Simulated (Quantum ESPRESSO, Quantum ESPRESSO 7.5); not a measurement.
# MoSi2N4, 1 layer, rectangular cell: a series in strain along the second axis

What law, if any, do the results for MoSi2N4, 1 layer, rectangular cell follow against strain along the second axis?

Method: plane-wave DFT, PBE, GBRV ultrasoft pseudopotentials, in Quantum ESPRESSO 7.5.

### 1. The structure

The cell holds 14 atoms: 8 N, 4 Si and 2 Mo. Cell: a = 2.920 Å, b = 5.058 Å, c = 21.862 Å, α = 90.0°, β = 90.0°, γ = 90.0°. It derives from MoSi2N4. Vacuum lies along c.

Set-up: Cell and atoms are first relaxed; each strained cell is then held, the other axis too, and the atoms relax in it. A periodic run with 15 Å of vacuum in the starting cell gives the vacuum levels, and bands follow along a path.

Members -2, -1, 0, 1 and 2 took the same steps and show in the table alone.

### 2. Variable-cell relaxation of the reference

What the set-up leaves free in this member is relaxed.

ref.relax.in

```
&control
  prefix = 'ref.relax'
  outdir = './out'
  pseudo_dir = './pseudo'
  nstep = 80
  forc_conv_thr = 0.0004
  calculation = 'vc-relax'
  etot_conv_thr = 1e-06
/
&system
  ibrav = 0
  nat = 14
  ntyp = 3
  ecutwfc = 50
  ecutrho = 250
  occupations = 'smearing'
  smearing = 'fd'
  degauss = 0.004
/
&electrons
  conv_thr = 1e-09
  mixing_beta = 0.4
  electron_maxstep = 120
  mixing_mode = 'plain'
/
&ions
/
&cell
  cell_dofree = '2Dxy'
  press_conv_thr = 0.3
/
ATOMIC_SPECIES
  N   14.0070  n_pbe_v1.2.uspp.F.UPF
  Si  28.0850  si_pbe_v1.uspp.F.UPF
  Mo  95.9500  mo_pbe_v1.uspp.F.UPF
CELL_PARAMETERS angstrom
  2.92000000000000 0.00000000000000 0.00000000000000
  0.00000000000000 5.05758835810112 0.00000000000000
  0.00000000000000 0.00000000000000 21.86179061719779
ATOMIC_POSITIONS crystal
  N   0.000000000000 0.000000000000 0.343064304810
  N   0.500000000000 0.500000000000 0.343064304810
  Si  0.999999999900 0.333333333400 0.364537032706
  Si  0.500000000000 0.833333333400 0.364537032706
  N   0.999999999900 0.333333333400 0.444585370495
  N   0.500000000000 0.833333333400 0.444585370495
  Mo  0.000000000000 0.000000000000 0.500000000000
  Mo  0.500000000000 0.500000000000 0.500000000000
  N   0.999999999900 0.333333333400 0.555414629505
  N   0.500000000000 0.833333333400 0.555414629505
  Si  0.999999999900 0.333333333400 0.635462967294
  Si  0.500000000000 0.833333333400 0.635462967294
  N   0.000000000000 0.000000000000 0.656935695190
  N   0.500000000000 0.500000000000 0.656935695190
K_POINTS automatic
  12 8 1 0 0 0
```

Launch:

```bash
> OMP_NUM_THREADS=1 mpirun -n 4 pw.x -nk 4 -in ref.relax.in > ref.relax.out
```

The log of the run:

```text
Program PWSCF v.7.5 starts
[citation notice left out]

     Parallel version (MPI & OpenMP), running on       4 processor cores
     Number of MPI processes:                 4
     Threads/MPI process:                     1

     MPI processes distributed on     1 nodes
[...]
Current dimensions of program PWSCF are:
     Max number of different atomic species (ntypx) = 10
     Max number of k-points (npk) =  40000
     Max angular momentum in pseudopotentials (lmaxx) =  4
     Found identity + ( -0.5000 -0.5000  0.0000) symmetry
     This is a supercell, fractional translations are disabled
     Message from routine setup:
     using ibrav=0 with symmetry is DISCOURAGED, use correct ibrav instead

     K-points division:     npool     =       4
     Subspace diagonalization in iterative solution of the eigenvalue problem:
     a serial algorithm will be used

     G-vector sticks info
     --------------------
     sticks:   dense  smooth     PW     G-vecs:    dense   smooth      PW
     Sum        1043     835    247               145425   104039   17007

     Using Slab Decomposition

     bravais-lattice index     =            0
     lattice parameter (alat)  =       5.5180  a.u.
     unit-cell volume          =    2178.7563 (a.u.)^3
     number of atoms/cell      =           14
     number of atomic types    =            3
     number of electrons       =        84.00
     number of Kohn-Sham states=           50
     kinetic-energy cutoff     =      50.0000  Ry
     charge density cutoff     =     250.0000  Ry
     scf convergence threshold =      1.0E-09
     mixing beta               =       0.4000
     number of iterations used =            8  plain     mixing
     energy convergence thresh.=      1.0E-06
     force convergence thresh. =      4.0E-04
     press convergence thresh. =      3.0E-01
     Exchange-correlation= SLA  PW   PBE  PBE
                           (   1   4   3   4   0   0   0)
     nstep                     =           80

     celldm(1)=   5.518000  celldm(2)=   0.000000  celldm(3)=   0.000000
     celldm(4)=   0.000000  celldm(5)=   0.000000  celldm(6)=   0.000000

     crystal axes: (cart. coord. in units of alat)
               a(1) = (   1.000000   0.000000   0.000000 )
               a(2) = (   0.000000   1.732051   0.000000 )
               a(3) = (   0.000000   0.000000   7.486915 )

     reciprocal axes: (cart. coord. in units 2 pi/alat)
               b(1) = (  1.000000  0.000000  0.000000 )
               b(2) = (  0.000000  0.577350  0.000000 )
               b(3) = (  0.000000  0.000000  0.133566 )

     PseudoPot. # 1 for N  read from file:
     ./pseudo/n_pbe_v1.2.uspp.F.UPF
     Pseudo is Ultrasoft + core correction, Zval =  5.0
     Generated by new atomic code, or converted to UPF format
     Using radial grid of  729 points,  4 beta functions with:
                l(1) =   0
                l(2) =   0
                l(3) =   1
                l(4) =   1
     Q(r) pseudized with  8 coefficients,  rinner =    0.900   0.900   0.900

     PseudoPot. # 2 for Si read from file:
     ./pseudo/si_pbe_v1.uspp.F.UPF
     Pseudo is Ultrasoft + core correction, Zval =  4.0
     Generated by new atomic code, or converted to UPF format
     Using radial grid of  899 points,  6 beta functions with:
                l(1) =   0
                l(2) =   0
                l(3) =   1
                l(4) =   1
                l(5) =   2
                l(6) =   2
     Q(r) pseudized with  8 coefficients,  rinner =    0.900   0.900   0.900
                                                       0.900   0.900

     PseudoPot. # 3 for Mo read from file:
     ./pseudo/mo_pbe_v1.uspp.F.UPF
     Pseudo is Ultrasoft + core correction, Zval = 14.0
     Generated by new atomic code, or converted to UPF format
     Using radial grid of  889 points,  6 beta functions with:
                l(1) =   0
                l(2) =   0
                l(3) =   1
                l(4) =   1
                l(5) =   2
                l(6) =   2
     Q(r) pseudized with  6 coefficients,  rinner =    1.000   1.000   1.000
                                                       1.000   1.000

     atomic species   valence    mass     pseudopotential
     N                 5.00    14.00700     N ( 1.00)
     Si                4.00    28.08500     Si( 1.00)
     Mo               14.00    95.95000     Mo( 1.00)

      4 Sym. Ops. (no inversion) found

   Cartesian axes

     site n.     atom                  positions (alat units)
         1        N      tau(   1) = (   0.0000000   0.0000000   2.5684932  )
         2        N      tau(   2) = (   0.5000000   0.8660254   2.5684932  )
         3        Si     tau(   3) = (   1.0000000   0.5773503   2.7292576  )
         4        Si     tau(   4) = (   0.5000000   1.4433757   2.7292576  )
         5        N      tau(   5) = (   1.0000000   0.5773503   3.3285727  )
         6        N      tau(   6) = (   0.5000000   1.4433757   3.3285727  )
         7        Mo     tau(   7) = (   0.0000000   0.0000000   3.7434573  )
         8        Mo     tau(   8) = (   0.5000000   0.8660254   3.7434573  )
         9        N      tau(   9) = (   1.0000000   0.5773503   4.1583419  )
        10        N      tau(  10) = (   0.5000000   1.4433757   4.1583419  )
        11        Si     tau(  11) = (   1.0000000   0.5773503   4.7576570  )
        12        Si     tau(  12) = (   0.5000000   1.4433757   4.7576570  )
        13        N      tau(  13) = (   0.0000000   0.0000000   4.9184214  )
        14        N      tau(  14) = (   0.5000000   0.8660254   4.9184214  )

     number of k points=    35  Fermi-Dirac smearing, width (Ry)=  0.0040
                       cart. coord. in units 2pi/alat
        k(    1) = (   0.0000000   0.0000000   0.0000000), wk =   0.0208333
        k(    2) = (   0.0000000   0.0721688   0.0000000), wk =   0.0416667
        k(    3) = (   0.0000000   0.1443376   0.0000000), wk =   0.0416667
        k(    4) = (   0.0000000   0.2165064   0.0000000), wk =   0.0416667
        k(    5) = (   0.0000000  -0.2886751   0.0000000), wk =   0.0208333
        k(    6) = (   0.0833333   0.0000000   0.0000000), wk =   0.0416667
        k(    7) = (   0.0833333   0.0721688   0.0000000), wk =   0.0833333
        k(    8) = (   0.0833333   0.1443376   0.0000000), wk =   0.0833333
        k(    9) = (   0.0833333   0.2165064   0.0000000), wk =   0.0833333
        k(   10) = (   0.0833333  -0.2886751   0.0000000), wk =   0.0416667
[...]
k(   35) = (  -0.5000000  -0.2886751   0.0000000), wk =   0.0208333

[...]
atom    1 type  1   force =     0.00000000   -0.00000259   -0.01178867
     atom    2 type  1   force =     0.00000000   -0.00000313   -0.01179030
     atom    3 type  2   force =     0.00000000   -0.00000034   -0.01928387
     atom    4 type  2   force =     0.00000000    0.00000052   -0.01928274
     atom    5 type  1   force =     0.00000000    0.00000132    0.00416908
     atom    6 type  1   force =     0.00000000    0.00000042    0.00416918
     atom    7 type  3   force =     0.00000000    0.00000527    0.00000000
     atom    8 type  3   force =     0.00000000    0.00000232    0.00000000
     atom    9 type  1   force =     0.00000000    0.00000132   -0.00416908
     atom   10 type  1   force =     0.00000000    0.00000042   -0.00416918
     atom   11 type  2   force =     0.00000000   -0.00000034    0.01928387
     atom   12 type  2   force =     0.00000000    0.00000052    0.01928274
     atom   13 type  1   force =     0.00000000   -0.00000259    0.01178867
     atom   14 type  1   force =     0.00000000   -0.00000313    0.01179030

     Total force =     0.045966     Total SCF correction =     0.000021

     Computing stress (Cartesian axis) and pressure

     negative rho (up, down):  3.585E-03 0.000E+00
          total   stress  (Ry/bohr**3)                   (kbar)     P=       12.34
  -0.00003304   0.00000000   0.00000000           -4.86        0.00        0.00
   0.00000000  -0.00003304   0.00000000            0.00       -4.86        0.00
   0.00000000   0.00000000   0.00031784            0.00        0.00       46.76

     Energy error            =      3.2E-03 Ry
     Gradient error          =      1.9E-02 Ry/Bohr
     Cell gradient error     =      4.9E+00 kbar

     number of scf cycles    =   3
     number of bfgs steps    =   2

     enthalpy           old  =    -479.1239466139 Ry
     enthalpy           new  =    -479.1271603681 Ry

     CASE: enthalpy          _new < enthalpy          _old

     new trust radius        =       0.0355423861 bohr
     new conv_thr            =       0.0000000005 Ry

     new unit-cell volume =   2159.94640 a.u.^3 (   320.07103 Ang^3 )
     density =      2.15976 g/cm^3

CELL_PARAMETERS (angstrom)
   2.907368960   0.000000000   0.000000000
   0.000000000   5.035707453   0.000000000
   0.000000000   0.000000000  21.861790617

ATOMIC_POSITIONS (crystal)
N                0.0000000000       -0.0000005979        0.3407182338
N                0.5000000000        0.4999995848        0.3407177095
Si               0.9999999999        0.3333326411        0.3639812967
Si               0.5000000000        0.8333319447        0.3639813458
N                0.9999999999        0.3333347359        0.4434940348
N                0.5000000000        0.8333342747        0.4434940270
Mo               0.0000000000        0.0000001850        0.5000000000
Mo               0.5000000000        0.5000013157        0.5000000000
N                0.9999999999        0.3333347359        0.5565059652
N                0.5000000000        0.8333342747        0.5565059730
Si               0.9999999999        0.3333326411        0.6360187033
Si               0.5000000000        0.8333319447        0.6360186542
N                0.0000000000       -0.0000005979        0.6592817662
N                0.5000000000        0.4999995848        0.6592822905

[...]
NEW-OLD atomic charge density approx. for the potential
     New effective cutoffs (rho, wfc):  252.12   50.43

     negative rho (up, down):  3.535E-03 0.000E+00

     total cpu time spent up to now is      543.1 secs

     per-process dynamical memory:   242.6 Mb

[...]
!    total energy              =    -479.13399177 Ry
[...]
Total force =     0.002066     Total SCF correction =     0.000003
[...]
number of bfgs steps    =   6
[...]
new trust radius        =       0.0037715732 bohr
[...]
Self-consistent Calculation

     iteration #  1     ecut=    50.00 Ry     beta= 0.40
     Davidson diagonalization with overlap
     ethr =  1.00E-06,  avg # of iterations =  2.0

     Threshold (ethr) on eigenvalues was too large:
     Diagonalizing with lowered threshold

     Davidson diagonalization with overlap
     ethr =  4.69E-09,  avg # of iterations =  3.6

     negative rho (up, down):  3.421E-03 0.000E+00

     total cpu time spent up to now is     1204.4 secs

     total energy              =    -479.13400379 Ry
     estimated scf accuracy    <       0.00000347 Ry

[...]
iteration #  9     ecut=    50.00 Ry     beta= 0.40
[...]
negative rho (up, down):  3.422E-03 0.000E+00

[...]
End of self-consistent calculation

          k = 0.0000 0.0000 0.0000 ( 13085 PWs)   bands (ev):

   -58.8770 -58.7559 -33.4897 -32.9641 -32.7789 -32.7677 -32.5752 -32.5752
   -16.3164 -16.2303 -13.7589 -13.7489 -13.5292 -12.3519 -12.3098 -12.2103
    -7.6121  -7.3830  -6.0893  -4.3560  -3.6764  -3.5338  -3.5108  -2.8491
    -2.7593  -1.5716  -1.5716  -1.5069  -1.5025  -1.4473  -1.3738  -1.3738
    -1.2163  -1.2163   0.0032   0.0194   0.0663   0.0663   0.1304   0.6051
     1.4345   2.3570   4.8721   5.2442   5.3028   5.3028   5.5810   5.5811
     5.6445   6.1852

          k = 0.0000 0.0726 0.0000 ( 13011 PWs)   bands (ev):

   -58.8724 -58.7606 -33.4567 -32.9567 -32.7753 -32.7713 -32.6120 -32.5831
   -16.2518 -16.1682 -13.9367 -13.9257 -13.4735 -12.3140 -12.2988 -12.2033
    -7.4078  -7.1684  -6.0239  -4.4477  -3.6713  -3.5255  -3.3587  -2.8036
    -2.7167  -1.8502  -1.6949  -1.5725  -1.4605  -1.4448  -1.4443  -1.3893
    -1.3615  -1.2032  -0.1298  -0.1072  -0.0157  -0.0019   0.3150   0.5381
     1.4170   2.3205   4.9216   5.1783   5.2868   5.3374   5.5015   5.5767
     5.6908   6.2154

          k = 0.0000 0.1453 0.0000 ( 12978 PWs)   bands (ev):

   -58.8594 -58.7738 -33.3621 -32.9358 -32.7970 -32.7495 -32.7160 -32.6055
   -16.0608 -15.9844 -14.3587 -14.3386 -13.3157 -12.3850 -12.2129 -12.1850
    -6.8522  -6.5732  -5.8496  -4.5740  -3.6545  -3.5776  -3.0283  -2.6706
    -2.5924  -2.5357  -2.4739  -1.7991  -1.6749  -1.6384  -1.3247  -1.2273
    -1.2233  -1.0568  -0.3725  -0.3217  -0.2339  -0.0069   0.3389   0.3785
     1.3545   2.1346   5.0003   5.0450   5.2465   5.4228   5.4431   5.5655
     5.9817   6.4006

          k = 0.0000 0.2179 0.0000 ( 12974 PWs)   bands (ev):

   -58.8399 -58.7936 -33.2184 -32.9043 -32.8690 -32.8291 -32.7169 -32.6389
   -15.7521 -15.6869 -14.8602 -14.8250 -13.0822 -12.5628 -12.1633 -12.1621
    -6.1190  -5.7078  -5.6452  -4.6017  -3.8017  -3.6206  -3.4546  -3.3190
    -2.7359  -2.4613  -2.3979  -2.1782  -1.9066  -1.8954  -1.1094  -1.0194
    -0.9807  -0.7489  -0.6085  -0.5266  -0.5087   0.0183   0.0237   0.2722
     1.3204   1.7921   5.0223   5.0374   5.2070   5.2792   5.5328   5.7479
     6.3663   6.8065

          k = 0.0000-0.2906 0.0000 ( 12978 PWs)   bands (ev):

   -58.8168 -58.8168 -33.0456 -33.0456 -32.8669 -32.8668 -32.6781 -32.6780
   -15.3423 -15.3422 -15.2912 -15.2911 -12.8139 -12.8139 -12.1505 -12.1505
    -5.6189  -5.6189  -4.6986  -4.6986  -4.2835  -4.2835  -3.5568  -3.5568
    -2.4853  -2.4853  -2.1960  -2.1959  -2.1543  -2.1543  -0.8334  -0.8334
    -0.8047  -0.8047  -0.7244  -0.7243  -0.3623  -0.3623   0.1139   0.1139
     1.4632   1.4632   5.0385   5.0385   5.2067   5.2067   5.6985   5.6986
     6.7555   6.7555

          k = 0.0839 0.0000 0.0000 ( 13067 PWs)   bands (ev):

   -58.8709 -58.7539 -33.4708 -32.9543 -32.8190 -32.7645 -32.6239 -32.5859
   -16.2304 -16.1476 -13.7080 -13.6998 -13.4553 -12.3432 -12.2859 -12.2010
    -7.5227  -7.3070  -6.0028  -4.2643  -3.8620  -3.5808  -3.5306  -3.0550
    -2.9928  -2.0072  -1.9233  -1.7895  -1.6123  -1.4726  -1.4518  -1.3533
    -1.2059  -1.2007  -0.1542  -0.0517  -0.0268   0.2129   0.3409   0.3944
     1.5019   2.3043   5.1241   5.1526   5.2803   5.4845   5.5757   5.5781
     5.7264   6.3626

[...]
1.4140
[key lines of the parts left out:]
total energy              =    -479.13400454 Ry
the Fermi energy is     3.3612 ev
convergence has been achieved in  10 iterations
```

Elapsed: 29 min, on 4 MPI ranks of Arm Neoverse V1, shared host; peak memory 1.5 GiB; 1.9 h of CPU time.

Relaxation path:

```
step  energy less that of the first step (eV)  largest force (eV/Å)  volume (Å³)
   1                                   0.0000                0.7480       322.86
   2                                  -0.0522                0.5021       322.45
   3                                  -0.0959                0.4958       321.18
   4                                  -0.1357                0.4053       320.07
   5                                  -0.1747                0.2360       318.83
   6                                  -0.1882                0.0502       318.18
   7                                  -0.1888                0.0190       318.41
   8                                  -0.1890                0.0029       318.67
   9                                  -0.1890                0.0004       318.69
  10                                  -0.1869                0.0006       318.69
```

```
cell as run  before  after  change
      a (Å)   2.920  2.901  -0.6 %
      b (Å)   5.058  5.025  -0.6 %
```

The atoms that moved most (Å, along periodic axes as changes of fractional coordinates times the final cell, across vacuum about the mean position):

```
atom     dx     dy      dz  length
  N2  0.000  0.000  -0.105   0.105
 N14  0.000  0.000   0.105   0.105
  N1  0.000  0.000  -0.105   0.105
 N13  0.000  0.000   0.105   0.105
 Si3  0.000  0.000  -0.053   0.053
Si11  0.000  0.000   0.053   0.053
 Si4  0.000  0.000  -0.053   0.053
Si12  0.000  0.000   0.053   0.053
```

The relaxed structure:

```cif
data_structure
_symmetry_space_group_name_H-M 'P 1'
_symmetry_Int_Tables_number 1
_cell_length_a 2.9011
_cell_length_b 5.0248
_cell_length_c 21.8618
_cell_angle_alpha 90.000
_cell_angle_beta 90.000
_cell_angle_gamma 90.000
_cell_volume 318.69
loop_
_atom_site_label
_atom_site_type_symbol
_atom_site_fract_x
_atom_site_fract_y
_atom_site_fract_z
_atom_site_occupancy
N1 N 0.00000 0.00000 0.33824 1
N2 N 0.50000 0.50000 0.33824 1
Si3 Si 0.00000 0.33333 0.36210 1
Si4 Si 0.50000 0.83333 0.36210 1
N5 N 0.00000 0.33334 0.44256 1
N6 N 0.50000 0.83334 0.44256 1
Mo7 Mo 0.00000 0.00000 0.50000 1
Mo8 Mo 0.50000 0.50000 0.50000 1
N9 N 0.00000 0.33334 0.55744 1
N10 N 0.50000 0.83334 0.55744 1
Si11 Si 0.00000 0.33333 0.63790 1
Si12 Si 0.50000 0.83333 0.63790 1
N13 N 0.00000 0.00000 0.66176 1
N14 N 0.50000 0.50000 0.66176 1
```

 The last row is no step: it is a fresh SCF in the final cell with a new plane-wave basis, +2 meV from the row before.

This step gave:

```
free energy  : -6518.9481 eV
Fermi energy : 3.359 eV
```

(Part 1 of 7 ends here.)

[Logs are printed without paths, hosts, clocks, repeated set-up lines and the standing remarks that a program may print on its own settings, such as how far it seeks lower states.]

[Hosts, paths, dates, database ids (printed as entryN), source tags and the programs' standing remarks are cut or masked in the printed files.]

[Maps of the electrostatic potential energy from Ansatz leave out the sawtooth potential of an applied field or a dipole correction, so their vacuum need not be flat; planar profiles and work functions include it.]
